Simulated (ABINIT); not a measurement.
## SnI2 (Fm-3m): third-order response

Wanted: vibrational spectra of SnI2 (Fm-3m) from linear and non-linear response.

Calculated with ABINIT 10.8.3; DFT LDA, scalar-relativistic, plane waves, HGH norm-conserving pseudopotentials.

The structure was built from a prototype and need not be the compound's stable phase.

### Step 1. Set-up

It takes space group Fm-3m (No. 225, cubic). Conventional cell: a = 7.850 Å, b = 7.850 Å, c = 7.850 Å, α = 90.00°, β = 90.00°, γ = 90.00°. Nearest to Sn lie 8 I at 3.40 Å. I has 4 Sn at 3.40 Å nearest. Farther neighbours and most contacts between anions are not listed.

### Step 2. A probe with smearing

A first run with smearing and empty bands tells whether the crystal has a gap, which decides between fixed occupations and smearing later on.

The input, probe.abi:

```
# ground state
tolvrs 1.0d-08
prtden 1
prtwf 1

# basis, mesh and filling
ecut 20.0
ixc 7
ngkpt 4 4 4
nshiftk 1
shiftk 0.0 0.0 0.0
istwfk *1
occopt 7
tsmear 0.005
nband 15
nstep 100
diemac 9.0
prtebands 0
prtgsr 0

# cell and atoms
acell 10.48901521 10.48901521 10.48901521
rprim 
    0.0 0.7071067812 0.7071067812
    0.7071067812 0.0 0.7071067812
    0.7071067812 0.7071067812 0.0
ntypat 2
znucl 50 53
natom 3
typat 1 2 2
xred 
    0.0 0.0 0.0
    0.25 0.25 0.25
    0.75 0.75 0.75
pp_dirpath "./pseudo"
pseudos "Sn.hgh, I.hgh"
```

Command:

```bash
> OMP_NUM_THREADS=1 mpirun -n 2 abinit probe.abi > probe.log
```

Numbers of over 12 decimals in the logs are rounded to 6 here.

probe.abo, the main output file:

```text
[banners, grids, parts of the stress and lines that vanish by symmetry left out]
- input  file    -> probe.abi
- output file    -> probe.abo
- root for input  files -> probei
[...]
Symmetries : space group Fm -3 m (#225); Bravais cF (face-center cubic)
[...]
mpw =        3511          nfft =       91125          nkpt =           8
[...]
== DATASET  1 ==================================================================
[...]
cutoff_energies: {ecut:  20.0, pawecutdg:  -1.0, }
[...]
Exchange-correlation functional for the present dataset will be:
  LDA: Perdew-Wang 92 LSD fit to Ceperley-Alder data - ixc=7
[...]
ETOT  1  -26.663733968489    -2.666E+01 2.602E-02 1.464E+02
 ETOT  2  -26.695989425856    -3.226E-02 9.470E-04 3.803E+00
 ETOT  3  -26.696488659475    -4.992E-04 9.479E-04 7.325E-01
 ETOT  4  -26.696551838550    -6.318E-05 3.540E-04 1.169E-01
 ETOT  5  -26.696557819801    -5.981E-06 3.344E-04 9.463E-04
 ETOT  6  -26.696557973455    -1.537E-07 8.951E-05 3.976E-05
 ETOT  7  -26.696557979983    -6.527E-09 9.923E-05 5.972E-07
 ETOT  8  -26.696557980082    -9.889E-11 2.344E-05 3.231E-10
 At SCF step    8       vres2   =  3.23E-10 < tolvrs=  1.00E-08 =>converged.
[...]
sigma(1 1)=  8.62128476E-05  sigma(3 2)=  0.00000000E+00
  sigma(2 2)=  8.62128476E-05  sigma(3 1)=  0.00000000E+00
  sigma(3 3)=  8.62128476E-05  sigma(2 1)=  0.00000000E+00
[...]
convergence: {deltae: -9.889E-11, res2:  3.231E-10, residm:  2.344E-05, diffor: null, }
etotal    :  -2.66965580E+01
[...]
sigma(1 1)=  8.62128476E-05  sigma(3 2)=  0.00000000E+00
  sigma(2 2)=  8.62128476E-05  sigma(3 1)=  0.00000000E+00
  sigma(3 3)=  8.62128476E-05  sigma(2 1)=  0.00000000E+00
[...]
- sigma(1 1)=  2.53646955E+00  sigma(3 2)=  0.00000000E+00
- sigma(2 2)=  2.53646955E+00  sigma(3 1)=  0.00000000E+00
- sigma(3 3)=  2.53646955E+00  sigma(2 1)=  0.00000000E+00
[...]
fcart      1.7726764122E-32  6.4998135112E-32 -1.2408734885E-31
           strten      8.6212847627E-05  8.6212847627E-05  8.6212847627E-05
================================================================================

[key lines of the parts left out:]
pressure_GPa:  -2.5365E+00
```

It took 8.7 s on 2 MPI ranks of Intel Xeon at 2.70GHz, shared host; 17 s of CPU time.

Numbers from this step:

| Quantity | Value |
| --- | --- |
| volume per atom | 40.31 Å³ |
| pressure | -2.536 GPa |
| gap on the k-mesh | 1.287 eV |

A gap of 1.3 eV opens on this mesh, so the crystal is taken as an insulator; the printed pressure holds the stress of the finite basis too.

### Step 3. Rough relaxation

The typed start is rough, so a first relaxation with smearing and loose thresholds takes it towards rest cheaply.

The input, prerelax.abi:

```
# relaxation
ionmov 2
optcell 2
dilatmx 1.15
chkdilatmx 0
ntime 40
tolmxf 3.0d-04
tolvrs 1.0d-10
prtwf 0
prtden 0
chksymtnons 0

# basis, mesh and filling
ecut 21.0
ecutsm 3.0
ixc 7
ngkpt 4 4 4
nshiftk 1
shiftk 0.0 0.0 0.0
istwfk *1
occopt 7
tsmear 0.005
nband 15
nstep 100
diemac 9.0
prtebands 0
prtgsr 0

# cell and atoms
acell 10.48901521 10.48901521 10.48901521
rprim 
    0.0 0.7071067812 0.7071067812
    0.7071067812 0.0 0.7071067812
    0.7071067812 0.7071067812 0.0
ntypat 2
znucl 50 53
natom 3
typat 1 2 2
xred 
    0.0 0.0 0.0
    0.25 0.25 0.25
    0.75 0.75 0.75
pp_dirpath "./pseudo"
pseudos "Sn.hgh, I.hgh"
```

Command:

```bash
> OMP_NUM_THREADS=1 mpirun -n 2 abinit prerelax.abi > prerelax.log
```

prerelax.abo, the main output file:

```text
[banners, grids, parts of the stress and lines that vanish by symmetry left out]
- input  file    -> prerelax.abi
- output file    -> prerelax.abo
- root for input  files -> prerelaxi
[...]
Symmetries : space group Fm -3 m (#225); Bravais cF (face-center cubic)
[...]
mpw =        5769          nfft =      125000          nkpt =           8
[...]
== DATASET  1 ==================================================================
[...]
cutoff_energies: {ecut:  21.0, pawecutdg:  -1.0, }
[...]
Exchange-correlation functional for the present dataset will be:
  LDA: Perdew-Wang 92 LSD fit to Ceperley-Alder data - ixc=7
[...]
ETOT  1  -26.664928916679    -2.666E+01 2.921E-02 1.962E+02
 ETOT  2  -26.695896746444    -3.097E-02 3.605E-04 4.727E+00
 ETOT  3  -26.696351161951    -4.544E-04 8.142E-04 9.831E-01
 ETOT  4  -26.696414328273    -6.317E-05 1.916E-04 1.539E-01
[...]
ETOT  7  -26.699368096631     5.507E-13 5.193E-07 1.089E-11
 At SCF step    7       vres2   =  1.09E-11 < tolvrs=  1.00E-10 =>converged.
[...]
sigma(1 1)=  1.52630782E-06  sigma(3 2)=  0.00000000E+00
  sigma(2 2)=  1.52630782E-06  sigma(3 1)=  0.00000000E+00
  sigma(3 3)=  1.52630782E-06  sigma(2 1)=  0.00000000E+00
[...]
convergence: {deltae:  5.507E-13, res2:  1.089E-11, residm:  5.193E-07, diffor: null, }
etotal    :  -2.66993681E+01
[...]
At Broyd/MD step   4, gradients are converged :
[...]
sigma(1 1)=  1.52630782E-06  sigma(3 2)=  0.00000000E+00
  sigma(2 2)=  1.52630782E-06  sigma(3 1)=  0.00000000E+00
  sigma(3 3)=  1.52630782E-06  sigma(2 1)=  0.00000000E+00
[...]
- sigma(1 1)=  4.49055265E-02  sigma(3 2)=  0.00000000E+00
- sigma(2 2)=  4.49055265E-02  sigma(3 1)=  0.00000000E+00
- sigma(3 3)=  4.49055265E-02  sigma(2 1)=  0.00000000E+00
[...]
fcart     -3.6471229927E-32  3.6471229927E-32  3.6471229927E-32
           strten      1.5263078236E-06  1.5263078236E-06  1.5263078236E-06
================================================================================

[key lines of the parts left out:]
pressure_GPa:  -4.4906E-02
Total energy (etotal) [Ha]= -2.66993680966313E+01
```

Wall time 43 s (2 MPI ranks); 86 s of CPU time.

Relaxation path:

| step | energy less that of the first step (eV) | largest force (eV/Å) | volume (Å³) |
| --- | --- | --- | --- |
| 1 | 0.0000 | 0.0000 | 120.92 |
| 2 | -0.0126 | 0.0000 | 120.04 |
| 3 | -0.0787 | 0.0000 | 109.68 |
| 4 | -0.0802 | 0.0000 | 111.08 |

| conventional cell, symmetrised | before | after | change |
| --- | --- | --- | --- |
| a (Å) | 7.850 | 7.631 | -2.8 % |
| b (Å) | 7.850 | 7.631 | -2.8 % |
| c (Å) | 7.850 | 7.631 | -2.8 % |
| volume (Å³/atom) | 40.31 | 37.03 | -8.1 % |

The relaxed structure:

```
Sn I
1.0
     0.00000    3.81531    3.81531
     3.81531    0.00000    3.81531
     3.81531    3.81531    0.00000
Sn I
1 2
Direct
  0.00000 0.00000 0.00000
  0.25000 0.25000 0.25000
  0.75000 0.75000 0.75000
```

Read from the output:

```
volume per atom   : 37.03 Å³
pressure          : -0.04491 GPa
gap on the k-mesh : 1.210 eV
```

The volume changes by -8.1 % in this run and stands -8.1 % from the first cell.

### Step 4. Relaxation

The harmonic expansion needs vanishing forces, and a free crystal bears no stress, so cell and atoms are brought to rest. Stress is more sensitive to the basis than forces are: the last 3 Ha under the cutoff are smoothed with ecutsm, and the cutoff is raised above that of the later runs.

The input, relax.abi:

```
# relaxation
ionmov 2
optcell 2
dilatmx 1.08
ntime 40
tolmxf 1.0d-05
tolvrs 1.0d-14
prtwf 0
prtden 0
chksymtnons 0

# basis, mesh and filling
ecut 26.0
ecutsm 3.0
ixc 7
ngkpt 4 4 4
nshiftk 1
shiftk 0.0 0.0 0.0
istwfk *1
occopt 1
nband 9
nstep 100
diemac 9.0
prtebands 0
prtgsr 0

# cell and atoms
acell 10.19632729 10.19632729 10.19632729
rprim 
    0.0 0.7071067812 0.7071067812
    0.7071067812 0.0 0.7071067812
    0.7071067812 0.7071067812 0.0
ntypat 2
znucl 50 53
natom 3
typat 1 2 2
xred 
    0.0 0.0 0.0
    0.25 0.25 0.25
    0.75 0.75 0.75
pp_dirpath "./pseudo"
pseudos "Sn.hgh, I.hgh"
```

Command:

```bash
> OMP_NUM_THREADS=1 mpirun -n 2 abinit relax.abi > relax.log
```

relax.abo, the main output file:

```text
[banners, grids, parts of the stress and lines that vanish by symmetry left out]
- input  file    -> relax.abi
- output file    -> relax.abo
- root for input  files -> relaxi
[...]
Symmetries : space group Fm -3 m (#225); Bravais cF (face-center cubic)
[...]
mpw =        6008          nfft =      157464          nkpt =           8
[...]
== DATASET  1 ==================================================================
[...]
cutoff_energies: {ecut:  26.0, pawecutdg:  -1.0, }
[...]
Exchange-correlation functional for the present dataset will be:
  LDA: Perdew-Wang 92 LSD fit to Ceperley-Alder data - ixc=7
[...]
ETOT  1  -26.650651469346    -2.665E+01 8.466E-02 1.423E+02
 ETOT  2  -26.700068689053    -4.942E-02 1.822E-04 5.186E+00
 ETOT  3  -26.700376502085    -3.078E-04 2.659E-05 6.449E-01
 ETOT  4  -26.700399221711    -2.272E-05 2.419E-06 1.109E-01
 ETOT  5  -26.700406314463    -7.093E-06 4.284E-07 1.272E-02
[...]
At SCF step   13       vres2   =  6.53E-16 < tolvrs=  1.00E-14 =>converged.
[...]
sigma(1 1)=  1.52043431E-06  sigma(3 2)=  0.00000000E+00
  sigma(2 2)=  1.52043431E-06  sigma(3 1)=  0.00000000E+00
  sigma(3 3)=  1.52043431E-06  sigma(2 1)=  0.00000000E+00
[...]
convergence: {deltae:  1.066E-12, res2:  6.532E-16, residm:  4.218E-14, diffor: null, }
etotal    :  -2.67004072E+01
[...]
ETOT  1  -26.700407342578    -2.670E+01 6.452E-11 1.624E-04
[...]
At SCF step    8       vres2   =  2.00E-16 < tolvrs=  1.00E-14 =>converged.
[...]
sigma(1 1)=  1.36558300E-06  sigma(3 2)=  0.00000000E+00
  sigma(2 2)=  1.36558300E-06  sigma(3 1)=  0.00000000E+00
  sigma(3 3)=  1.36558300E-06  sigma(2 1)=  0.00000000E+00
[...]
convergence: {deltae:  5.294E-13, res2:  2.001E-16, residm:  1.577E-19, diffor: null, }
etotal    :  -2.67004074E+01
[...]
ETOT  1  -26.700407005095    -2.670E+01 2.030E-09 1.257E-02
[...]
ETOT  8  -26.700407971134     4.619E-13 8.850E-18 1.797E-14
 ETOT  9  -26.700407971134    -4.761E-13 9.910E-19 3.668E-16
 At SCF step    9       vres2   =  3.67E-16 < tolvrs=  1.00E-14 =>converged.
[...]
sigma(1 1)= -2.47800855E-09  sigma(3 2)=  0.00000000E+00
  sigma(2 2)= -2.47800855E-09  sigma(3 1)=  0.00000000E+00
  sigma(3 3)= -2.47800855E-09  sigma(2 1)=  0.00000000E+00
[...]
convergence: {deltae: -4.761E-13, res2:  3.668E-16, residm:  9.910E-19, diffor: null, }
etotal    :  -2.67004080E+01
[...]
At Broyd/MD step   3, gradients are converged :
[...]
sigma(1 1)= -2.47800855E-09  sigma(3 2)=  0.00000000E+00
  sigma(2 2)= -2.47800855E-09  sigma(3 1)=  0.00000000E+00
  sigma(3 3)= -2.47800855E-09  sigma(2 1)=  0.00000000E+00
[...]
- sigma(1 1)= -7.29055286E-05  sigma(3 2)=  0.00000000E+00
- sigma(2 2)= -7.29055286E-05  sigma(3 1)=  0.00000000E+00
- sigma(3 3)= -7.29055285E-05  sigma(2 1)=  0.00000000E+00
[...]
fcart     -0.0000000000E+00 -0.0000000000E+00 -0.0000000000E+00
           strten     -2.4780085492E-09 -2.4780085501E-09 -2.4780085475E-09
================================================================================

[key lines of the parts left out:]
pressure_GPa:   7.2906E-05
Total energy (etotal) [Ha]= -2.67004079711341E+01
```

Elapsed: 34 s, on 2 MPI ranks.

Little changed from the start: no atom moved by 0.005 Å and no cell edge by 0.1 %.

Numbers from this step:

```yaml
volume_per_atom: 36.98 Å³
pressure: 7.29e-5 GPa
```

The volume changes by -0.1 % in this run and stands -8.3 % from the first cell.

### Step 5. Self-consistent run for the response

The response is built on these wavefunctions, so the potential is converged far more tightly than an energy would need. The mesh is shifted off Γ, since shifted meshes converge sums over the zone faster.

The input, gs.abi:

```
# ground state
tolvrs 1.0d-16
prtden 1
prtwf 1

# basis, mesh and filling
ecut 20.0
ixc 7
ngkpt 3 3 3
nshiftk 4
shiftk 
    0.5 0.5 0.5
    0.5 0.0 0.0
    0.0 0.5 0.0
    0.0 0.0 0.5
istwfk *1
occopt 1
nband 9
nstep 100
diemac 9.0
prtebands 0
prtgsr 0

# cell and atoms
acell 10.19176627 10.19176627 10.19176627
rprim 
    0.0 0.7071067812 0.7071067812
    0.7071067812 0.0 0.7071067812
    0.7071067812 0.7071067812 0.0
ntypat 2
znucl 50 53
natom 3
typat 1 2 2
xred 
    0.0 0.0 0.0
    0.25 0.25 0.25
    0.75 0.75 0.75
pp_dirpath "./pseudo"
pseudos "Sn.hgh, I.hgh"
```

Command:

```bash
> OMP_NUM_THREADS=1 mpirun -n 2 abinit gs.abi > gs.log
```

gs.abo, the main output file:

```text
[banners, grids, parts of the stress and lines that vanish by symmetry left out]
- input  file    -> gs.abi
- output file    -> gs.abo
- root for input  files -> gsi
[...]
Symmetries : space group Fm -3 m (#225); Bravais cF (face-center cubic)
[...]
mpw =        3206          nfft =       91125          nkpt =           6
[...]
== DATASET  1 ==================================================================
[...]
cutoff_energies: {ecut:  20.0, pawecutdg:  -1.0, }
[...]
Exchange-correlation functional for the present dataset will be:
  LDA: Perdew-Wang 92 LSD fit to Ceperley-Alder data - ixc=7
[...]
ETOT  1  -26.659016391823    -2.666E+01 5.604E-02 8.307E+01
 ETOT  2  -26.700061470475    -4.105E-02 2.145E-05 2.593E+00
 ETOT  3  -26.700283301948    -2.218E-04 7.210E-06 3.316E-01
 ETOT  4  -26.700297783607    -1.448E-05 5.536E-07 3.253E-02
 ETOT  5  -26.700300797931    -3.014E-06 7.858E-08 4.120E-03
[...]
ETOT 13  -26.700301382140    -8.171E-14 4.659E-18 9.841E-16
 ETOT 14  -26.700301382140     2.416E-13 1.741E-19 5.183E-18
 At SCF step   14       vres2   =  5.18E-18 < tolvrs=  1.00E-16 =>converged.
[...]
sigma(1 1)=  9.72612798E-06  sigma(3 2)=  0.00000000E+00
  sigma(2 2)=  9.72612798E-06  sigma(3 1)=  0.00000000E+00
  sigma(3 3)=  9.72612798E-06  sigma(2 1)=  0.00000000E+00
[...]
convergence: {deltae:  2.416E-13, res2:  5.183E-18, residm:  1.741E-19, diffor: null, }
etotal    :  -2.67003014E+01
[...]
sigma(1 1)=  9.72612798E-06  sigma(3 2)=  0.00000000E+00
  sigma(2 2)=  9.72612798E-06  sigma(3 1)=  0.00000000E+00
  sigma(3 3)=  9.72612798E-06  sigma(2 1)=  0.00000000E+00
[...]
- sigma(1 1)=  2.86152565E-01  sigma(3 2)=  0.00000000E+00
- sigma(2 2)=  2.86152565E-01  sigma(3 1)=  0.00000000E+00
- sigma(3 3)=  2.86152565E-01  sigma(2 1)=  0.00000000E+00
[...]
fcart     -0.0000000000E+00 -0.0000000000E+00 -0.0000000000E+00
           strten      9.7261279801E-06  9.7261279801E-06  9.7261279801E-06
================================================================================

[key lines of the parts left out:]
pressure_GPa:  -2.8615E-01
```

It took 6.5 s on 2 MPI ranks.

This step gave:

```
pressure : -0.2862 GPa
```

The cell stands at -0.29 GPa: the relaxation ran with a smoothed and higher cutoff and on another k mesh.

### Step 6. Empty bands

Empty bands on the ground state's density check that the gap assumed so far is there in this cell.

The input, gap.abi:

```
# empty bands on the ground state's density
iscf -2
getden_filepath "gso_DEN"
tolwfr 1.0d-12
nbdbuf 2
prtwf 0

# basis, mesh and filling
ecut 20.0
ixc 7
ngkpt 4 4 4
nshiftk 1
shiftk 0.0 0.0 0.0
istwfk *1
occopt 1
nband 13
nstep 100
diemac 9.0
prtebands 0
prtgsr 0

# cell and atoms
acell 10.19176627 10.19176627 10.19176627
rprim 
    0.0 0.7071067812 0.7071067812
    0.7071067812 0.0 0.7071067812
    0.7071067812 0.7071067812 0.0
ntypat 2
znucl 50 53
natom 3
typat 1 2 2
xred 
    0.0 0.0 0.0
    0.25 0.25 0.25
    0.75 0.75 0.75
pp_dirpath "./pseudo"
pseudos "Sn.hgh, I.hgh"
```

Command:

```bash
> OMP_NUM_THREADS=1 mpirun -n 2 abinit gap.abi > gap.log
```

gap.abo, the main output file:

```text
[banners, grids, parts of the stress and lines that vanish by symmetry left out]
- input  file    -> gap.abi
- output file    -> gap.abo
- root for input  files -> gapi
[...]
Symmetries : space group Fm -3 m (#225); Bravais cF (face-center cubic)
[...]
mpw =        3250          nfft =       91125          nkpt =           8
[...]
== DATASET  1 ==================================================================
[...]
cutoff_energies: {ecut:  20.0, pawecutdg:  -1.0, }
[...]
Exchange-correlation functional for the present dataset will be:
  LDA: Perdew-Wang 92 LSD fit to Ceperley-Alder data - ixc=7
[...]
-outvars: echo values of variables after computation
            acell      1.0191766270E+01  1.0191766270E+01  1.0191766270E+01 Bohr
================================================================================
```

Run time: 4.4 s. Hardware: 2 MPI ranks.

Read from the output:

| Quantity | Value |
| --- | --- |
| gap on the k-mesh | 1.223 eV |

In this cell the gap on the mesh is 1.2 eV, indirect (smallest direct 1.7 eV), so fixed occupations hold.

(Continued in part 2 of 3.)

[Host names and launcher messages were left out of these logs when they were recorded.]

[Logs are printed without paths, hosts, clocks, repeated set-up lines and the standing remarks that a program may print on its own settings, such as how far it seeks lower states.]

[Hosts, paths, dates, database ids (printed as entryN), source tags and the programs' standing remarks are cut or masked in the printed files.]
